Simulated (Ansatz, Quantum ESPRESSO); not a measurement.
# Ta(100), 5 layers against a metal electrode: the electrode's level over the Fermi level at a withheld member of a series

How the rows were computed: Quantum ESPRESSO 7.5, PBE, GBRV ultrasoft. The slab is relaxed neutral, then held. ESM with bc3: vacuum below and a metal electrode about 6 Å above the top atoms. Cold smearing of 0.02 Ry. Charges are set per cell from the starting area. The slabs take the lattice constants of the bulk relaxed by the same program. The series steps the charge of the slab (positive: electrons removed).

```
charge of the slab  electrode's level over the Fermi level (eV)
     1 ×10¹³ e/cm²                                        4.455
     2 ×10¹³ e/cm²                                        5.181
     3 ×10¹³ e/cm²                                        5.924
     6 ×10¹³ e/cm²                                        8.237
     7 ×10¹³ e/cm²                                        9.033
     8 ×10¹³ e/cm²                                        9.840
```

**Question.** What is the electrode's level over the Fermi level at 4.5 ×10¹³ e/cm²?

By hand: The rows at 3 ×10¹³ e/cm² and 6 ×10¹³ e/cm² give a slope of (8.237 − (5.924))/(6 − (3)) = 0.771, so a straight line gives 7.081 eV. A parabola through these and the row at 2 ×10¹³ e/cm² gives 7.065 eV.

**The withheld run.** 7.065 eV. The line misses by +0.016 and the parabola by 0.000 eV. Both misses are under 5 % of the step from the nearer row.

Caveats: Vacuum fills the gap; ions don't answer the charge; added electrons can spill towards the electrode at the most negative charges. Members without a usable value, or on the other side of zero field or charge, are not listed.

[Logs are printed without paths, hosts, clocks, repeated set-up lines and the standing remarks that a program may print on its own settings, such as how far it seeks lower states.]
